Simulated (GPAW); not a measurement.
# Near-edge structure at the N K edge of wurtzite (GaN)₁₋ₓ(AlN)ₓ at x = 0.875, part 2 of 3

What does the N K edge look like in wurtzite (GaN)₁₋ₓ(AlN)ₓ at x = 0.875?

GPAW 26.7.0; X-ray absorption from dipole matrix elements to empty bands, plane-wave PAW LDA.

So far. Step 3 (The field without a hole): The mesh shows a gap of 3.81 eV. The excited electron is kept all the same, so that all members of the series, with or without a gap, are treated alike.

## 5. Spectrum with XCH, N atom 2

The holes are 5.0 Å apart. In GPAW the data set carries the hole's charge, so charge=0 means a charged cell and charge=-1 a neutral one. The excited electron is kept in the cell, where it fills the lowest empty states and screens the hole. After the field has converged, empty bands are computed with the density fixed and the dipole matrix elements are summed.

The absorber has 4 Al at 1.89 Å (tetrahedral).

xas.py

```python
import numpy as np
from ase import Atoms
from ase.parallel import parprint, paropen
from gpaw import GPAW, PW, FermiDirac, Mixer, MixerDif, setup_paths
from gpaw.test import gen
setup_paths.insert(0, '.')
gen('N', name='fch1s', xcname='LDA', corehole=(1, 0, 1), write_xml=True)
from gpaw.mpi import world
world.barrier()

atoms = Atoms('AlNAlNAlNAlNAlNAlNAlNGaN',
    cell=[[6.24325, 0, 0],
     [0, 5.406813, 0],
     [0, 0, 5.007375]],
    scaled_positions=[[0.002035, 0.0015342, 0.0007886],
     [0.000695, 0.3338875, 0.1207723],
     [0.0023944, 0.3337892, 0.5002879],
     [0.0087849, 0.0047937, 0.6227179],
     [0.2501583, 0.5008672, 0.0008604],
     [0.2500442, 0.8329559, 0.1209818],
     [0.2507165, 0.8325444, 0.5000861],
     [0.2503383, 0.5016358, 0.6202775],
     [0.4980644, 0.0016055, 0.0011354],
     [0.4996517, 0.334016, 0.1211407],
     [0.4982496, 0.3337994, 0.5007076],
     [0.4926733, 0.0047076, 0.6229298],
     [0.7502305, 0.4977314, 0.0011645],
     [0.750027, 0.8337093, 0.1060489],
     [0.7506385, 0.8335342, 0.5005528],
     [0.7503204, 0.4888633, 0.622688]],
    pbc=True)
atoms.calc = calc = GPAW(legacy_gpaw=True, mode=PW(500, force_complex_dtype=True), xc='LDA', setups={1: 'fch1s'},
    kpts={'size': (3, 3, 3), 'gamma': True}, occupations=FermiDirac(0.04),
    charge=-1, mixer=Mixer(0.1, 5, 50), maxiter=150,
    convergence={'density': 0.0001, 'eigenstates': 1e-6}, txt='scf.txt')
energy = atoms.get_potential_energy() + calc.get_reference_energy()
ef = calc.get_fermi_level()
out = dict(energy=energy, fermi=ef, forces=atoms.get_forces().tolist())
parprint(f'all-electron energy {energy:.4f} eV, Fermi level {ef:.4f} eV')
ev = np.array([[calc.get_eigenvalues(k, s) for k in range(len(calc.get_ibz_k_points()))] for s in range(calc.get_number_of_spins())])
out['homo'], out['lumo'], out['counts'] = ev[ev < ef].max(), ev[ev > ef].min(), sorted(set((ev < ef).sum((0, 2)).tolist()))
out['filled'] = (ev[:, 0] < ef).sum(1).tolist()

from ase.units import Ha
from gpaw.xas import dipole_matrix_elements
nb = int(calc.get_number_of_electrons() / 2) + 88
top, nb = nb, nb + 8 + nb // 12
nscf = calc.fixed_density(kpts={'size': (4, 4, 5), 'gamma': True}, nbands=nb,
    convergence={'bands': top, 'eigenstates': 5e-3}, maxiter=60, txt='nscf.txt')
cell = atoms.cell.array
ops = [cell.T @ U.T @ np.linalg.inv(cell.T) for U in nscf.wfs.kd.symmetry.op_scc]
filled = [32]  # bands filled in the ground state, by spin
E = np.arange(-6, 30, 0.1)
fwhm = np.interp(E, [4, 25], [0.9, 3.5])
Y, X, zero, highest = 0, 0, 1e9, 1e9
for spin in range(nscf.get_number_of_spins()):
    wfs = nscf.wfs
    mine = wfs.bd.get_slice()  # this rank's bands
    A = dipole_matrix_elements(wfs.setups[1])
    eps = np.zeros((wfs.kd.nibzkpts, nb))
    d = np.zeros((3, A.shape[1], wfs.kd.nibzkpts, nb), complex)
    for kpt in wfs.kpt_u:
        if kpt.s == spin and 1 in kpt.P_ani:
            eps[kpt.k, mine] = kpt.eps_n * Ha
            d[:, :, kpt.k, mine] = (kpt.weight * wfs.nspins / 2) ** 0.5 * np.inner(A, kpt.P_ani[1])
    world.sum(eps)
    world.sum(d)
    T = np.einsum('amkn,bmkn->abkn', d, d.conj()).real
    T = sum(np.einsum('ai,ijkn,bj->abkn', R, T, R) for R in ops) / len(ops)
    empty = np.ones_like(eps, bool) & (np.arange(nb) >= filled[spin])
    zero, highest = min(zero, eps[empty].min()), min(highest, eps[:, top - 1].min())
    lines = [(eps, T, empty)] if spin == 0 else lines + [(eps, T, empty)]
for eps, T, empty in lines:
    f = np.einsum('aakn->akn', T).reshape(3, -1)
    x = eps.ravel() - zero
    w = np.interp(x, E, fwhm) / 2.35482
    g = np.exp(-0.5 * ((E[:, None] - x) / w) ** 2) / (w * (2 * np.pi) ** 0.5)
    Y = Y + (f * empty.ravel()) @ g.T
    X = X + (f * ~empty.ravel()) @ g.T
out.update(E=E.round(2).tolist(), xas=Y.tolist(), xes=X.tolist(), zero=zero, valid=highest - zero, nk=len(eps), nb=nb)
for i in range(0, len(E), 10):
    parprint(f'{E[i]:7.2f}', *(f'{v:10.3e}' for v in Y[:, i]))
import json
with paropen('out.json', 'w') as f:
    json.dump(out, f)
```

Run with:

```bash
$ OMP_NUM_THREADS=1 mpirun -n 4 gpaw python xas.py
```

Numbers of over 12 decimals in the logs are rounded to 6 here.

What it wrote:

```text
Input parameters:
  charge: -1
  convergence: {density: 0.0001,
                eigenstates: 1e-06}
  kpts: {gamma: True,
         size: (3, 3, 3)}
  maxiter: 150
  mixer: {backend: pulay,
          beta: 0.1,
          method: separate,
          nmaxold: 5,
          weight: 50}
  mode: {ecut: 500.0,
         force_complex_dtype: True,
         name: pw}
  occupations: {fixmagmom: False,
                name: fermi-dirac,
                width: 0.04}
  setups: {1: fch1s}

Initialize ...

[... PAW data sets ...]

Reference energy: -110207.260555  # eV

Spin-paired calculation

[... convergence settings ...]
Symmetries present (total): 1
  [... symmetry matrices ...]

27 k-points: 3 x 3 x 3 Monkhorst-Pack grid
14 k-points in the irreducible part of the Brillouin zone
       k-points in crystal coordinates                weights
   0:     0.00000000    0.00000000    0.00000000          1/27
   1:     0.00000000    0.00000000    0.33333333          2/27
   2:     0.00000000    0.33333333   -0.33333333          2/27
   3:     0.00000000    0.33333333    0.00000000          2/27
   4:     0.00000000    0.33333333    0.33333333          2/27
   5:     0.33333333   -0.33333333   -0.33333333          2/27
   6:     0.33333333   -0.33333333    0.00000000          2/27
   7:     0.33333333   -0.33333333    0.33333333          2/27
   8:     0.33333333    0.00000000   -0.33333333          2/27
   9:     0.33333333    0.00000000    0.00000000          2/27
          ...
  13:     0.33333333    0.33333333    0.33333333          2/27

Wave functions: Plane wave expansion
  Cutoff energy: 500.000 eV
  Number of coefficients (min, max): 4271, 4314
  Pulay-stress correction: 0.000000 eV/Ang^3 (de/decut=0.000000)
  Using FFTW library
  Wavefunction extrapolation:
    Improved wavefunction reuse through dual PAW basis

Occupation numbers: Fermi-Dirac:
  width: 0.0400  # eV

Eigensolver
   Davidson(niter=2)

Densities:
  Coarse grid: 35*28*27 grid
  Fine grid: 70*56*54 grid
  Total Charge: 0.000000

Density mixing:
  Method: separate
  Backend: pulay
  Linear mixing parameter: 0.1
  old densities: 5
  Width of damping distribution: 1.1
  Damping of long wavelength oscillations: 50

[... Hamiltonian set-up ...]
Number of atoms: 16
Number of atomic orbitals: 64
Number of bands in calculation: 43
Number of valence electrons: 65
Bands to converge: occupied

... initialized

Initializing position-dependent things.

Density initialized from atomic densities
Creating initial wave functions:
  43 bands from LCAO basis set

Positions:
   0 Al     0.012705    0.008295    0.003949    ( 0.0000,  0.0000,  0.0000)
   1 N      0.004339    1.805267    0.604752    ( 0.0000,  0.0000,  0.0000)
   2 Al     0.014949    1.804736    2.505129    ( 0.0000,  0.0000,  0.0000)
   3 N      0.054846    0.025919    3.118182    ( 0.0000,  0.0000,  0.0000)
   4 Al     1.561801    2.708095    0.004308    ( 0.0000,  0.0000,  0.0000)
   5 N      1.561088    4.503637    0.605801    ( 0.0000,  0.0000,  0.0000)
   6 Al     1.565286    4.501412    2.504119    ( 0.0000,  0.0000,  0.0000)
[...]
13 N      4.682606    4.507710    0.531027    ( 0.0000,  0.0000,  0.0000)
  14 Ga     4.686424    4.506764    2.506456    ( 0.0000,  0.0000,  0.0000)
  15 N      4.684438    2.643192    3.118032    ( 0.0000,  0.0000,  0.0000)

Unit cell:
           periodic     x           y           z      points  spacing
  1. axis:    yes    6.243250    0.000000    0.000000    35     0.1784
  2. axis:    yes    0.000000    5.406813    0.000000    28     0.1931
  3. axis:    yes    0.000000    0.000000    5.007375    27     0.1855

  Lengths:   6.243250   5.406813   5.007375
  Angles:   90.000000  90.000000  90.000000

Effective grid spacing dv^(1/3) = 0.1855

iter:   1  -154.894222
iter:   2  -146.909007   -1.02  -0.60
iter:   3  -137.404388   -0.43  -0.70
iter:   4  -137.282695   -2.06  -1.09
iter:   5  -137.147465   -2.20  -1.18
iter:   6  -137.105780   -1.81  -1.74
iter:   7  -137.017806   -2.37  -1.81
iter:   8  -137.015586   -3.72  -2.40
iter:   9  -137.015490c  -3.73  -2.57
iter:  10  -137.013858c  -4.07  -2.56
iter:  11  -137.013889c  -4.66  -3.03
iter:  12  -137.013745c  -5.18  -3.13
iter:  13  -137.013731c  -6.26c -3.29
iter:  14  -137.013696c  -5.78  -3.38
iter:  15  -137.013707c  -5.93  -3.91
iter:  16  -137.013698c  -6.84c -3.84
iter:  17  -137.013695c  -6.49c -4.13c

Converged after 17 iterations.

Dipole moment: (-4.501766, 1.123493, -7.554674) |e|*Ang

Energy contributions relative to reference atoms: (reference = -110207.260555)

Kinetic:       +143.892273
Potential:     -123.159974
External:        +0.000000
XC:            -157.161367
Entropy (-ST):   -0.016571
Local:           -0.576342
SIC:             +0.000000
--------------------------
Free energy:   -137.021980
Extrapolated:  -137.013695

Showing only first 2 kpts
 Kpt  Band  Eigenvalues  Occupancy
  0    30      5.78809    2.00000
  0    31      5.86920    2.00000
  0    32      9.38155    2.00000
  0    33     11.31258    0.00000

  1    30      5.65525    2.00000
  1    31      5.72547    2.00000
  1    32     10.43338    1.99932
[...]
Fermi level: 10.75299

No gap
No difference between direct/indirect transitions

Forces in eV/Ang:
  0 Al    0.05281   -1.13728   -0.57894
  1 N    -0.04335   -0.03602    0.37750
  2 Al    0.00840    0.01614    1.20879
  3 N     0.12969    0.48453   -0.07303
  4 Al    1.11819    0.49550   -0.46767
  5 N    -0.39862   -0.06398    0.07013
  6 Al    0.24152    0.11872    0.09230
[...]
13 N     0.39948    0.02632   -0.17686
 14 Ga   -0.26079    0.07021    0.04762
 15 N     0.42395   -0.38870    0.07925
Scalar-relativistic atomic LDA calculation for N (Nitrogen, Z=7)
Core hole in 1s state (1s occupation: 1.0)
300 radial gridpoints.
|------------------------------------------------|
|------------------------------------------------|
[... the atom generator's iteration count ...]

Energy contributions:
-------------------------
Kinetic:      +38.530757
XC:            -4.452581
Potential:    -72.816894
-------------------------
Total:        -38.738717

state      eigenvalue         ekin         rmax
-----------------------------------------------
1s^1.0 :   -16.643762    23.347388        0.145
2s^2.0 :    -1.332146     3.154276        0.915
2p^3.0 :    -0.925852     2.958273        0.782
-----------------------------------------------
(units: Bohr and Hartree)

Generating PAW setup
Kinetic energy of the core from tauc = 23.362075
Cutoffs:
rc(s)=1.140
rc(p)=1.000
rc(d)=1.090
rc(vbar)=1.120
rc(comp)=1.090
rc(nct)=1.140

Kinetic energy of the core states: 23.347388
Charge: 1.0
Core electrons: 1.0
Valence electrons: 5.0
Pseudo-core charge: 0.003881
Shape function alpha=8.417
Pseudo-electron charge 4.904142
state    eigenvalue         norm
--------------------------------
2s(2) :    -1.332146     1.098259
*s    :    -0.332146
2p(3) :    -0.925852     0.901248
*p    :     0.074148
*d    :     0.000000
--------------------------------

Diagonalizing with gridspacing h=0.050

state   all-electron     PAW
-------------------------------
2s:      -1.332146    -1.333594
2p:      -0.925852    -0.929974
*d:                   -0.063788
*f:                   -0.013854
-------------------------------
all-electron energy -110344.2743 eV, Fermi level 10.7530 eV
[...]
27.00  9.796e-05  9.810e-05  9.849e-05
  28.00  1.033e-04  1.007e-04  9.483e-05
  29.00  9.433e-05  9.223e-05  8.075e-05
```

It took 75 s on 4 MPI ranks of INTEL XEON PLATINUM 8581C at 2.10GHz (Emerald Rapids), shared host; peak memory 0.46 GiB; 5 min of CPU time.

The N K spectrum, N atom 2, excited-electron core hole (neutral cell) (energy from the bottom of the conduction band, which holds the excited electron; intensity scaled to a mean of 1 over the first 20 eV):

| E (eV) | isotropic | ε ∥ x | ε ∥ y | ε ∥ z |
| --- | --- | --- | --- | --- |
| -2.0 | 0.00 | 0.00 | 0.00 | 0.00 |
| -1.4 | 0.00 | 0.00 | 0.00 | 0.00 |
| -0.8 | 0.00 | 0.00 | 0.00 | 0.00 |
| -0.2 | 0.00 | 0.00 | 0.00 | 0.00 |
| 0.4 | 0.03 | 0.04 | 0.02 | 0.02 |
| 1.0 | 0.19 | 0.22 | 0.16 | 0.19 |
| 1.6 | 0.84 | 0.89 | 0.72 | 0.91 |
| 2.2 | 1.74 | 1.82 | 1.62 | 1.80 |
| 2.8 | 1.73 | 1.68 | 1.72 | 1.77 |
| 3.4 | 1.49 | 1.40 | 1.72 | 1.35 |
| 4.0 | 1.67 | 1.62 | 1.97 | 1.43 |
| 4.6 | 2.19 | 2.34 | 2.53 | 1.70 |
| 5.2 | 2.21 | 2.38 | 2.32 | 1.94 |
| 5.8 | 1.78 | 1.94 | 1.58 | 1.83 |
| 6.4 | 1.69 | 1.66 | 1.43 | 1.98 |
| 7.0 | 1.90 | 1.66 | 1.60 | 2.43 |
| 7.6 | 1.73 | 1.51 | 1.53 | 2.15 |
| 8.2 | 1.25 | 1.10 | 1.22 | 1.42 |
| 8.8 | 0.87 | 0.89 | 0.99 | 0.73 |
| 9.4 | 0.69 | 0.81 | 0.86 | 0.40 |
| 10.0 | 0.66 | 0.79 | 0.81 | 0.38 |
| 10.6 | 0.70 | 0.83 | 0.76 | 0.50 |
| 11.2 | 0.68 | 0.76 | 0.66 | 0.63 |
| 11.8 | 0.58 | 0.58 | 0.51 | 0.65 |
| 12.4 | 0.45 | 0.40 | 0.38 | 0.56 |
| 13.0 | 0.36 | 0.31 | 0.31 | 0.46 |
| 13.6 | 0.37 | 0.34 | 0.35 | 0.42 |
| 14.2 | 0.43 | 0.41 | 0.43 | 0.44 |
| 14.8 | 0.48 | 0.47 | 0.49 | 0.47 |
| 15.4 | 0.50 | 0.47 | 0.51 | 0.50 |
| 16.0 | 0.52 | 0.48 | 0.52 | 0.57 |
| 16.6 | 0.60 | 0.54 | 0.58 | 0.68 |
| 17.2 | 0.72 | 0.68 | 0.69 | 0.80 |
| 17.8 | 0.87 | 0.87 | 0.84 | 0.91 |
| 18.4 | 0.99 | 1.03 | 0.97 | 0.97 |
| 19.0 | 1.07 | 1.14 | 1.07 | 0.99 |
| 19.6 | 1.11 | 1.19 | 1.14 | 1.00 |
| 20.2 | 1.14 | 1.20 | 1.20 | 1.02 |
| 20.8 | 1.15 | 1.20 | 1.22 | 1.03 |
| 21.4 | 1.14 | 1.17 | 1.20 | 1.04 |
| 22.0 | 1.08 | 1.09 | 1.11 | 1.03 |
| 22.6 | 0.98 | 0.98 | 0.98 | 1.00 |
| 23.2 | 0.87 | 0.83 | 0.83 | 0.94 |
| 23.8 | 0.76 | 0.71 | 0.71 | 0.87 |

Main maxima below 23 eV (height): 2.5 eV (1.85), 4.9 eV (2.31), 7.1 eV (1.91) and 20.8 eV (1.15). A K edge sees empty p states on the absorber.

The total-energy difference is 403.52 eV. One term is added: -7.76 eV, since the hole is spin-paired here and a spin-polarised one costs that much less in the free atom (computed apart). The photon energy is then 395.76 eV. The functional leaves an error in such absolute values: in the free atom LDA prices this hole 3.5 eV below PBE (computed apart), and PBE is itself good to a few eV.

## 6. Reference energy of the cell

The absorbing element, whose data set is made anew, changes for the next run, so it gets a reference energy of its own.

scf.py

```python
import numpy as np
from ase import Atoms
from ase.parallel import parprint, paropen
from gpaw import GPAW, PW, FermiDirac, Mixer, MixerDif, setup_paths
from gpaw.test import gen
setup_paths.insert(0, '.')
gen('Ga', name='nch1s', xcname='LDA', corehole=(1, 0, 0), write_xml=True)
from gpaw.mpi import world
world.barrier()

atoms = Atoms('AlNAlNAlNAlNAlNAlNAlNGaN',
    cell=[[6.24325, 0, 0],
     [0, 5.406813, 0],
     [0, 0, 5.007375]],
    scaled_positions=[[0.002035, 0.0015342, 0.0007886],
     [0.000695, 0.3338875, 0.1207723],
     [0.0023944, 0.3337892, 0.5002879],
     [0.0087849, 0.0047937, 0.6227179],
     [0.2501583, 0.5008672, 0.0008604],
     [0.2500442, 0.8329559, 0.1209818],
     [0.2507165, 0.8325444, 0.5000861],
     [0.2503383, 0.5016358, 0.6202775],
     [0.4980644, 0.0016055, 0.0011354],
     [0.4996517, 0.334016, 0.1211407],
     [0.4982496, 0.3337994, 0.5007076],
     [0.4926733, 0.0047076, 0.6229298],
     [0.7502305, 0.4977314, 0.0011645],
     [0.750027, 0.8337093, 0.1060489],
     [0.7506385, 0.8335342, 0.5005528],
     [0.7503204, 0.4888633, 0.622688]],
    pbc=True)
atoms.calc = calc = GPAW(legacy_gpaw=True, mode=PW(500, force_complex_dtype=True), xc='LDA', setups={14: 'nch1s'},
    kpts={'size': (3, 3, 3), 'gamma': True}, occupations=FermiDirac(0.02),
    charge=0, mixer=Mixer(0.1, 5, 50), maxiter=150,
    convergence={'density': 0.0001, 'eigenstates': 1e-6}, txt='scf.txt')
energy = atoms.get_potential_energy() + calc.get_reference_energy()
ef = calc.get_fermi_level()
out = dict(energy=energy, fermi=ef, forces=atoms.get_forces().tolist())
parprint(f'all-electron energy {energy:.4f} eV, Fermi level {ef:.4f} eV')
ev = np.array([[calc.get_eigenvalues(k, s) for k in range(len(calc.get_ibz_k_points()))] for s in range(calc.get_number_of_spins())])
out['homo'], out['lumo'], out['counts'] = ev[ev < ef].max(), ev[ev > ef].min(), sorted(set((ev < ef).sum((0, 2)).tolist()))
out['filled'] = (ev[:, 0] < ef).sum(1).tolist()
import json
with paropen('out.json', 'w') as f:
    json.dump(out, f)
```

Run with:

```bash
$ OMP_NUM_THREADS=1 mpirun -n 4 gpaw python scf.py
```

What it wrote:

```text
Input parameters:
  convergence: {density: 0.0001,
                eigenstates: 1e-06}
  kpts: {gamma: True,
         size: (3, 3, 3)}
  maxiter: 150
  mixer: {backend: pulay,
          beta: 0.1,
          method: separate,
          nmaxold: 5,
          weight: 50}
  mode: {ecut: 500.0,
         force_complex_dtype: True,
         name: pw}
  occupations: {fixmagmom: False,
                name: fermi-dirac,
[...]
4s(2) :    -0.336865     1.140380
*s    :     0.663135
4p(1) :    -0.100461     1.012264
*p    :     0.899539
*d    :     0.000000
--------------------------------

Diagonalizing with gridspacing h=0.050

state   all-electron     PAW
-------------------------------
4s:      -0.336865    -0.337024
4p:      -0.100461    -0.100552
*d:                    0.030615
*f:                    0.065359
-------------------------------
all-electron energy -110747.7975 eV, Fermi level 6.6444 eV
[key lines of the parts left out:]
Converged after 15 iterations.
Dipole moment: (-4.433667, 1.265203, -7.272785) |e|*Ang
Free energy:   -123.796716
Fermi level: 6.64444
```

Elapsed: 17 s, on 4 MPI ranks; peak memory 0.27 GiB.

Reference energy: -110747.798 eV with the cores included.

[end of part 2 of 3]

[Banner, clock and machine lines of the logs are left out without a mark of their own.]

[Logs are printed without paths, hosts, clocks, repeated set-up lines and the standing remarks that a program may print on its own settings, such as how far it seeks lower states.]

[Hosts, paths, dates, database ids (printed as entryN), source tags and the programs' standing remarks are cut or masked in the printed files.]

[Lists of maxima count a maximum above −3 eV only where it reaches 4 % of the highest in the window and stands out from its surroundings by 2 % of it (1.5 % where it reaches 55 %); shoulders and weaker maxima are passed over, and of the rest the first, up to two pre-edge ones and the few strongest are named.]
